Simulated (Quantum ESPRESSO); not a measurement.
## Moments of Cu7Ni from a parallel start

Does Cu7Ni keep a moment from a parallel start?

Main program and level: Quantum ESPRESSO 7.5; PBE; plane waves with GBRV 1.5 PBE potentials, no spin-orbit coupling.

**1. The structure**

The structure is tetragonal, space group P4/mmm (No. 123). Conventional cell: a = 3.604 Å, b = 3.604 Å, c = 7.207 Å, α = 90.00°, β = 90.00°, γ = 90.00°. Nearest to Cu lie 10 Cu at 2.55 Å and 2 Ni at 2.55 Å. Nearest to Cu lie 8 Cu at 2.55 Å and 4 Ni at 2.55 Å. Ni has 12 Cu at 2.55 Å nearest. Nearest to Cu lie 12 Cu at 2.55 Å. Nearest to Cu lie 12 Cu at 2.55 Å. Farther neighbours are not listed.

The cell was typed by rule, not taken from a database of measured structures.

**2. Start 1: ferro +**

The signs are those of the starting moments on the seeded atoms, the atoms that are given a moment.

pw.in reads:

```
&CONTROL
  calculation = 'scf'
  prefix = 'pwscf'
  outdir = './tmp'
  pseudo_dir = './pseudo'
  disk_io = 'nowf'
/
&SYSTEM
  ibrav = 0
  celldm(1) = 8
  nat = 8
  ntyp = 2
  ecutwfc = 40
  ecutrho = 280
  nbnd = 92
  occupations = 'smearing'
  smearing = 'fd'
  degauss = 0.00367493
  nspin = 2
  starting_magnetization(1) = 0
  starting_magnetization(2) = 0.0389
/
&ELECTRONS
  conv_thr = 1.6d-08
  electron_maxstep = 150
  mixing_beta = 0.3
/
ATOMIC_SPECIES
Cu     63.5460 cu_pbe_v1.2.uspp.F.UPF
Ni     58.6934 ni_pbe_v1.4.uspp.F.UPF
CELL_PARAMETERS alat
   0.8512330382318    0.0000000000000    0.0000000000000
   0.0000000000000    0.8512330382318    0.0000000000000
   0.0000000000000    0.0000000000000    1.7024660764636
ATOMIC_POSITIONS crystal
Cu      0.0000000000    0.0000000000    0.0000000000
Cu      0.5000000000    0.5000000000    0.0000000000
Cu      0.5000000000    0.0000000000    0.2500000000
Ni      0.0000000000    0.5000000000    0.2500000000
Cu      0.0000000000    0.0000000000    0.5000000000
Cu      0.5000000000    0.5000000000    0.5000000000
Cu      0.5000000000    0.0000000000    0.7500000000
Cu      0.0000000000    0.5000000000    0.7500000000
K_POINTS automatic
9 9 5 0 0 0
```

The run is started by

```console
$ OMP_NUM_THREADS=1 mpirun -n 4 pw.x -nk 4 -in pw.in > pw.out
```

Log:

```text
Program PWSCF v.7.5 starts

     Message from routine setup:
     using ibrav=0 with symmetry is DISCOURAGED, use correct ibrav instead

     K-points division:     npool     =       4
     Subspace diagonalization in iterative solution of the eigenvalue problem:

     G-vector sticks info
     --------------------
     sticks:   dense  smooth     PW     G-vecs:    dense   smooth      PW
     Sum        1041     593    177                49849    21631    3591

     Using Slab Decomposition

     bravais-lattice index     =            0
     lattice parameter (alat)  =       8.0000  a.u.
     unit-cell volume          =     631.6047 (a.u.)^3
     number of atoms/cell      =            8
     number of atomic types    =            2
     number of electrons       =       151.00
     number of Kohn-Sham states=           92
     kinetic-energy cutoff     =      40.0000  Ry
     charge density cutoff     =     280.0000  Ry
     scf convergence threshold =      1.6E-08
     mixing beta               =       0.3000
     number of iterations used =            8  plain     mixing
     Exchange-correlation=  SLA  PW   PBX  PBC
                           (   1   4   3   4   0   0   0)

     celldm(1)=   8.000000  celldm(2)=   0.000000  celldm(3)=   0.000000
     celldm(4)=   0.000000  celldm(5)=   0.000000  celldm(6)=   0.000000

     crystal axes: (cart. coord. in units of alat)
               a(1) = (   0.851233   0.000000   0.000000 )
               a(2) = (   0.000000   0.851233   0.000000 )
               a(3) = (   0.000000   0.000000   1.702466 )

     reciprocal axes: (cart. coord. in units 2 pi/alat)
               b(1) = (  1.174766  0.000000  0.000000 )
               b(2) = (  0.000000  1.174766  0.000000 )
               b(3) = (  0.000000  0.000000  0.587383 )

     PseudoPot. # 1 for Cu read from file:
     cu_pbe_v1.2.uspp.F.UPF
     Pseudo is Ultrasoft + core correction, Zval = 19.0
     Generated by new atomic code, or converted to UPF format
     Using radial grid of  867 points,  6 beta functions with:
                l(1) =   0
                l(2) =   0
                l(3) =   1
                l(4) =   1
                l(5) =   2
                l(6) =   2
     Q(r) pseudized with  8 coefficients,  rinner =    1.150   1.150   1.150
                                                       1.150   1.150

     PseudoPot. # 2 for Ni read from file:
     ni_pbe_v1.4.uspp.F.UPF
     Pseudo is Ultrasoft + core correction, Zval = 18.0
     Generated by new atomic code, or converted to UPF format
     Using radial grid of  865 points,  6 beta functions with:
                l(1) =   0
                l(2) =   0
                l(3) =   1
                l(4) =   1
                l(5) =   2
                l(6) =   2
     Q(r) pseudized with 10 coefficients,  rinner =    0.980   0.980   0.980
                                                       0.980   0.980

     atomic species   valence    mass     pseudopotential
     Cu               19.00    63.54600     Cu( 1.00)
     Ni               18.00    58.69340     Ni( 1.00)

     Starting magnetic structure
     atomic species   magnetization
     Cu              0.000
     Ni              0.039

     16 Sym. Ops., with inversion, found (12 have fractional translation)

   Cartesian axes

     site n.     atom                  positions (alat units)
         1        Cu     tau(   1) = (   0.0000000   0.0000000   0.0000000  )
         2        Cu     tau(   2) = (   0.4256165   0.4256165   0.0000000  )
         3        Cu     tau(   3) = (   0.4256165   0.0000000   0.4256165  )
         4        Ni     tau(   4) = (   0.0000000   0.4256165   0.4256165  )
         5        Cu     tau(   5) = (   0.0000000   0.0000000   0.8512330  )
         6        Cu     tau(   6) = (   0.4256165   0.4256165   0.8512330  )
         7        Cu     tau(   7) = (   0.4256165   0.0000000   1.2768496  )
         8        Cu     tau(   8) = (   0.0000000   0.4256165   1.2768496  )

     number of k points=    45  Fermi-Dirac smearing, width (Ry)=  0.0037
                       cart. coord. in units 2pi/alat
        k(    1) = (   0.0000000   0.0000000   0.0000000), wk =   0.0024691
        k(    2) = (   0.0000000   0.0000000   0.1174766), wk =   0.0049383
        k(    3) = (   0.0000000   0.0000000   0.2349533), wk =   0.0049383
        k(    4) = (   0.0000000   0.1305296   0.0000000), wk =   0.0098765
        k(    5) = (   0.0000000   0.1305296   0.1174766), wk =   0.0197531
        [... 40 further k-points ...]

     Dense  grid:    49849 G-vectors     FFT dimensions: (  40,  40,  80)

     Smooth grid:    21631 G-vectors     FFT dimensions: (  30,  30,  60)

     Check: negative core charge=   -0.000005
     Generating pointlists ...
     new r_m :   0.2483 (alat units)  1.9863 (a.u.) for type    1
     new r_m :   0.2483 (alat units)  1.9863 (a.u.) for type    2

     Initial potential from superposition of free atoms

     starting charge     142.0000, renormalised to     151.0000
     Starting wfcs are  104 randomized atomic wfcs

     Self-consistent Calculation

     iteration #  1     ecut=    40.00 Ry     beta= 0.30
     Davidson diagonalization with overlap
     ethr =  1.00E-02,  avg # of iterations =  3.0

     total energy              =   -3133.74228163 Ry
     estimated scf accuracy    <     104.49666718 Ry

     total magnetization       =     0.15 Bohr mag/cell
     absolute magnetization    =     0.28 Bohr mag/cell

     iteration #  2     ecut=    40.00 Ry     beta= 0.30
     Davidson diagonalization with overlap
     ethr =  1.00E-02,  avg # of iterations =  5.6

     total energy              =   -3136.58350311 Ry
     estimated scf accuracy    <     360.38881995 Ry

     total magnetization       =     0.03 Bohr mag/cell
     absolute magnetization    =     0.04 Bohr mag/cell

     iteration #  3     ecut=    40.00 Ry     beta= 0.30
     Davidson diagonalization with overlap
     ethr =  1.00E-02,  avg # of iterations =  4.1

     total energy              =   -3168.76302169 Ry
     estimated scf accuracy    <      24.92661259 Ry

     total magnetization       =     0.01 Bohr mag/cell
     absolute magnetization    =     0.05 Bohr mag/cell

     [... further iterations left out ...]

     iteration # 19     ecut=    40.00 Ry     beta= 0.30
     Davidson diagonalization with overlap
     ethr =  1.18E-09,  avg # of iterations =  1.8

     total energy              =   -3169.75218290 Ry
     estimated scf accuracy    <       0.00000123 Ry

     total magnetization       =     0.00 Bohr mag/cell
     absolute magnetization    =     0.00 Bohr mag/cell

     iteration # 20     ecut=    40.00 Ry     beta= 0.30
     Davidson diagonalization with overlap
     ethr =  8.12E-10,  avg # of iterations =  1.5

     total energy              =   -3169.75218307 Ry
     estimated scf accuracy    <       0.00000018 Ry

     total magnetization       =     0.00 Bohr mag/cell
     absolute magnetization    =     0.00 Bohr mag/cell

     iteration # 21     ecut=    40.00 Ry     beta= 0.30
     Davidson diagonalization with overlap
     ethr =  1.17E-10,  avg # of iterations =  2.1

     total energy              =   -3169.75218311 Ry
     estimated scf accuracy    <       0.00000002 Ry

     total magnetization       =    -0.00 Bohr mag/cell
     absolute magnetization    =     0.00 Bohr mag/cell

     iteration # 22     ecut=    40.00 Ry     beta= 0.30
     Davidson diagonalization with overlap
     ethr =  1.53E-11,  avg # of iterations =  2.0

     Magnetic moment per site  (integrated on atomic sphere of radius R)
     atom   1 (R=0.248)  charge= 17.8035  magn= -0.0000
     atom   2 (R=0.248)  charge= 17.8035  magn= -0.0000
     atom   3 (R=0.248)  charge= 17.8023  magn= -0.0000
     atom   4 (R=0.248)  charge= 16.7959  magn=  0.0001
     atom   5 (R=0.248)  charge= 17.8035  magn= -0.0000
     atom   6 (R=0.248)  charge= 17.8035  magn= -0.0000
     atom   7 (R=0.248)  charge= 17.8082  magn= -0.0000
     atom   8 (R=0.248)  charge= 17.8012  magn=  0.0000

     End of self-consistent calculation

     [... lines left out ...]
     the Fermi energy is    16.1293 ev

!    total energy              =   -3169.75218312 Ry
     estimated scf accuracy    <          7.3E-09 Ry
     smearing contrib. (-TS)   =      -0.00177120 Ry
     internal energy E=F+TS    =   -3169.75041192 Ry

     The total energy is F=E-TS. E is the sum of the following terms:
     one-electron contribution =   -2070.96309002 Ry
     hartree contribution      =    1127.57650425 Ry
     xc contribution           =    -307.28553529 Ry
     ewald contribution        =   -1919.07829086 Ry

     total magnetization       =    -0.00 Bohr mag/cell
     absolute magnetization    =     0.00 Bohr mag/cell

     convergence has been achieved in  22 iterations

=------------------------------------------------------------------------------=
   JOB DONE.
=------------------------------------------------------------------------------=
```

It took 5.9 min on 4 MPI ranks of Intel Xeon at 2.70GHz, shared host; peak memory 0.85 GiB; 24 min of CPU time.

Spin moment in the atom's sphere by atom:

| atom | spin moment in the atom's sphere (μB) |
| --- | --- |
| Cu1 | 0.0000 |
| Cu2 | 0.0000 |
| Cu3 | 0.0000 |
| Ni4 | 0.0001 |
| Cu5 | 0.0000 |
| Cu6 | 0.0000 |
| Cu7 | 0.0000 |
| Cu8 | 0.0000 |

Read from the output:

| Property | Result |
| --- | --- |
| smearing term TS | 0.02410 eV |
| magnetization | 0 μB |
| absolute magnetization | 0 μB |
| final state | non-magnetic |

Valence density in the ac plane at fractional y = 0.500, with atoms of Cu and Ni within 0.2 Å of it. It is the smooth field of the valence electrons, not physical close to the nuclei.

Ten steps, logarithmic in the rise over the least value, from '0' (0 e/Å³) to '9' (67 e/Å³), each cell a mean:
```
00002578741000
00001245420000
00000011100000
32100000000013
76310000000146
98410000000268
87410000000257
54200000000124
11000000000001
00000133210000
00001467631000
00002689841000
00002578741000
00001245420000
00000011100000
32100000000013
76310000000146
88410000000268
87410000000257
54200000000124
11000000000001
00000133210000
00001467631000
00002689841000
```
Columns run along a (3.6 Å), rows up along c (7.2 Å). Atoms in or near the plane, at fractional coordinates: Cu at (0.50, 0.00), Ni at (0.00, 0.25), Cu at (0.50, 0.50), Cu at (0.00, 0.75).

**3. Start 2: no spin polarisation**

pw.in, as its differences from that of step 2:

```diff
@@ -18,5 +18,2 @@
   degauss = 0.00367493
-  nspin = 2
-  starting_magnetization(1) = 0
-  starting_magnetization(2) = 0.0389
 /
```

Log:

```text
[banner, memory and clock lines left out]
Program PWSCF v.7.5 starts

     Message from routine setup:
     using ibrav=0 with symmetry is DISCOURAGED, use correct ibrav instead

     bravais-lattice index     =            0
     lattice parameter (alat)  =       8.0000  a.u.
     unit-cell volume          =     631.6047 (a.u.)^3
     number of atoms/cell      =            8
     number of atomic types    =            2
     number of electrons       =       151.00
     number of Kohn-Sham states=           92
     kinetic-energy cutoff     =      40.0000  Ry
     charge density cutoff     =     280.0000  Ry
     scf convergence threshold =      1.6E-08
     mixing beta               =       0.3000
     number of iterations used =            8  plain     mixing
     Exchange-correlation=  SLA  PW   PBX  PBC
                           (   1   4   3   4   0   0   0)

     celldm(1)=   8.000000  celldm(2)=   0.000000  celldm(3)=   0.000000
     celldm(4)=   0.000000  celldm(5)=   0.000000  celldm(6)=   0.000000

     crystal axes: (cart. coord. in units of alat)
               a(1) = (   0.851233   0.000000   0.000000 )
               a(2) = (   0.000000   0.851233   0.000000 )
               a(3) = (   0.000000   0.000000   1.702466 )

     reciprocal axes: (cart. coord. in units 2 pi/alat)
               b(1) = (  1.174766  0.000000  0.000000 )
               b(2) = (  0.000000  1.174766  0.000000 )
               b(3) = (  0.000000  0.000000  0.587383 )

     PseudoPot. # 1 for Cu read from file:
     cu_pbe_v1.2.uspp.F.UPF
     Pseudo is Ultrasoft + core correction, Zval = 19.0

     PseudoPot. # 2 for Ni read from file:
     ni_pbe_v1.4.uspp.F.UPF
     Pseudo is Ultrasoft + core correction, Zval = 18.0

     atomic species   valence    mass     pseudopotential
     Cu               19.00    63.54600     Cu( 1.00)
     Ni               18.00    58.69340     Ni( 1.00)

     16 Sym. Ops., with inversion, found (12 have fractional translation)

   Cartesian axes

     site n.     atom                  positions (alat units)
         1        Cu     tau(   1) = (   0.0000000   0.0000000   0.0000000  )
         2        Cu     tau(   2) = (   0.4256165   0.4256165   0.0000000  )
         3        Cu     tau(   3) = (   0.4256165   0.0000000   0.4256165  )
         4        Ni     tau(   4) = (   0.0000000   0.4256165   0.4256165  )
         5        Cu     tau(   5) = (   0.0000000   0.0000000   0.8512330  )
         6        Cu     tau(   6) = (   0.4256165   0.4256165   0.8512330  )
         7        Cu     tau(   7) = (   0.4256165   0.0000000   1.2768496  )
         8        Cu     tau(   8) = (   0.0000000   0.4256165   1.2768496  )

     number of k points=    45  Fermi-Dirac smearing, width (Ry)=  0.0037
                       cart. coord. in units 2pi/alat
        k(    1) = (   0.0000000   0.0000000   0.0000000), wk =   0.0049383
        k(    2) = (   0.0000000   0.0000000   0.1174766), wk =   0.0098765
        k(    3) = (   0.0000000   0.0000000   0.2349533), wk =   0.0098765
        k(    4) = (   0.0000000   0.1305296   0.0000000), wk =   0.0197531
        k(    5) = (   0.0000000   0.1305296   0.1174766), wk =   0.0395062
        [... 40 further k-points ...]

     Dense  grid:    49849 G-vectors     FFT dimensions: (  40,  40,  80)

     Smooth grid:    21631 G-vectors     FFT dimensions: (  30,  30,  60)

     Check: negative core charge=   -0.000005

     Initial potential from superposition of free atoms

     starting charge     142.0000, renormalised to     151.0000
     Starting wfcs are  104 randomized atomic wfcs

     Self-consistent Calculation

     iteration #  1     ecut=    40.00 Ry     beta= 0.30
     Davidson diagonalization with overlap
     ethr =  1.00E-02,  avg # of iterations =  3.0

     total energy              =   -3133.72521241 Ry
     estimated scf accuracy    <     104.52504312 Ry

     iteration #  2     ecut=    40.00 Ry     beta= 0.30
     Davidson diagonalization with overlap
     ethr =  1.00E-02,  avg # of iterations =  5.6

     total energy              =   -3136.58786185 Ry
     estimated scf accuracy    <     360.82255437 Ry

     [... further iterations left out ...]

     iteration # 18     ecut=    40.00 Ry     beta= 0.30
     Davidson diagonalization with overlap
     ethr =  7.73E-11,  avg # of iterations =  2.0

     total energy              =   -3169.75220178 Ry
     estimated scf accuracy    <       0.00000004 Ry

     iteration # 19     ecut=    40.00 Ry     beta= 0.30
     Davidson diagonalization with overlap
     ethr =  2.95E-11,  avg # of iterations =  1.1

     End of self-consistent calculation

     [... lines left out ...]
     the Fermi energy is    16.1293 ev

!    total energy              =   -3169.75220179 Ry
     estimated scf accuracy    <          6.8E-09 Ry
     smearing contrib. (-TS)   =      -0.00177125 Ry
     internal energy E=F+TS    =   -3169.75043053 Ry

     The total energy is F=E-TS. E is the sum of the following terms:
     one-electron contribution =   -2070.96185764 Ry
     hartree contribution      =    1127.57510140 Ry
     xc contribution           =    -307.28538343 Ry
     ewald contribution        =   -1919.07829086 Ry

     convergence has been achieved in  19 iterations
```

The job ended after 2.6 min (4 MPI ranks; peak memory 0.63 GiB; 10 min of CPU time).

This step gave:

```
smearing term TS : 0.02410 eV
final state      : non-magnetic (no spin polarisation)
```

**4. The states side by side**

An order is kept where moments of 0.15 μB or more survive with the typed signs; meshes match where a doubled cell samples the same k points as the first cell.

Orders:

| start | final state | typed order kept | energy over the lowest (meV a seeded atom) | largest site moment (μB) | net moment (μB a cell of the first run) | mesh matched | CPU time (s) |
| --- | --- | --- | --- | --- | --- | --- | --- |
| ferro + | non-magnetic | no | 0.254 | 0 | 0 | yes | 1413 |
| no spin polarisation | non-magnetic | - | 0 | 0 | 0 | yes | 616.3 |

**5. Results**

| Item | Value |
| --- | --- |
| state found | non-magnetic (from ferro + and no spin polarisation) |
| largest site moment | 0 μB |

**Reading.** The lowest state carries no moment, and no start kept one. No opposed start was run, so this says nothing of the order that the crystal takes. The cell was built by rule and the atoms were not relaxed, which can move these energies.

[Logs and program files are shortened in this print: banners, set-up blocks, solver, clock and traceback lines can be left out without a mark of their own.]

[Logs are printed without paths, hosts, clocks, repeated set-up lines and the standing remarks that a program may print on its own settings, such as how far it seeks lower states.]

[Hosts, paths, dates, database ids (printed as entryN), source tags and the programs' standing remarks are cut or masked in the printed files.]

[Where a cell is said to come from a database of computed structures, the database is the Materials Project.]
